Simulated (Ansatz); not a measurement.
# NbSi2: which shell does photoemission see at 21.2 and 100 eV? (r²SCAN)

The valence band of NbSi2 mixes several shells. Work out by hand which one leads the spectrum's area at each photon energy.

Filled states come from the projected DOS of Ansatz 0.2.0 (r²SCAN, plane waves); cross sections σ and asymmetry parameters β are those of free atoms in a Dirac–Hartree–Slater calculation. A shell's area is states × σ × angular factor, which is 1 + β·P₂(cos θ) for linear light, with θ = 0° from the polarisation and P₂ = 1.000.

**At 21.2 eV** (states counted from 11.2 eV below the zero; other shells add 0.3 to the products' sum of 107):

| shell | filled states a cell | cross section (Mb an electron) | β | angular factor | product | share by hand (%) | share in the simulated spectrum (%) |
| --- | --- | --- | --- | --- | --- | --- | --- |
| Nb 4d | 13.82 | 5.05 | 0.44 | 1.44 | 101 | 94 | 94 |
| Si 3s | 6.03 | 0.129 | 2.00 | 3.00 | 2.33 | 2 | 2 |
| Si 3p | 15.09 | 0.148 | 0.75 | 1.75 | 3.9 | 4 | 4 |

**At 100 eV** (states counted from 14.9 eV below the zero; other shells add 0.066 to the products' sum of 4.51):

```
shell  filled states a cell  cross section (Mb an electron)      β  angular factor  product  share by hand (%)  share in the simulated spectrum (%)
Nb 4d                 13.88                          0.0226  -0.73            0.27   0.0833                  2                                    2
Si 3s                  7.02                          0.0756   2.00            3.00     1.59                 35                                   35
Si 3p                 15.47                          0.0705   1.54            2.54     2.77                 61                                   61
```

Nb 4d leads at 21.2 eV and Si 3p at 100 eV. Between the two energies σ of Nb 4d changes by a factor 0.0045 and that of Si 3p by 0.48, so their ratio moves 106-fold in favour of the second. The simulated spectrum uses the same rule on the energy-resolved DOS, so the two share columns agree within a few points.

Only crystals where the two columns agree within 4 points and the lead is clear are worked in this form. Free-atom cross sections ignore the solid's final states, no escape depth or background enters, and the count of states a shell hangs on the projection.

[Logs are printed without paths, hosts, clocks, repeated set-up lines and the standing remarks that a program may print on its own settings, such as how far it seeks lower states.]
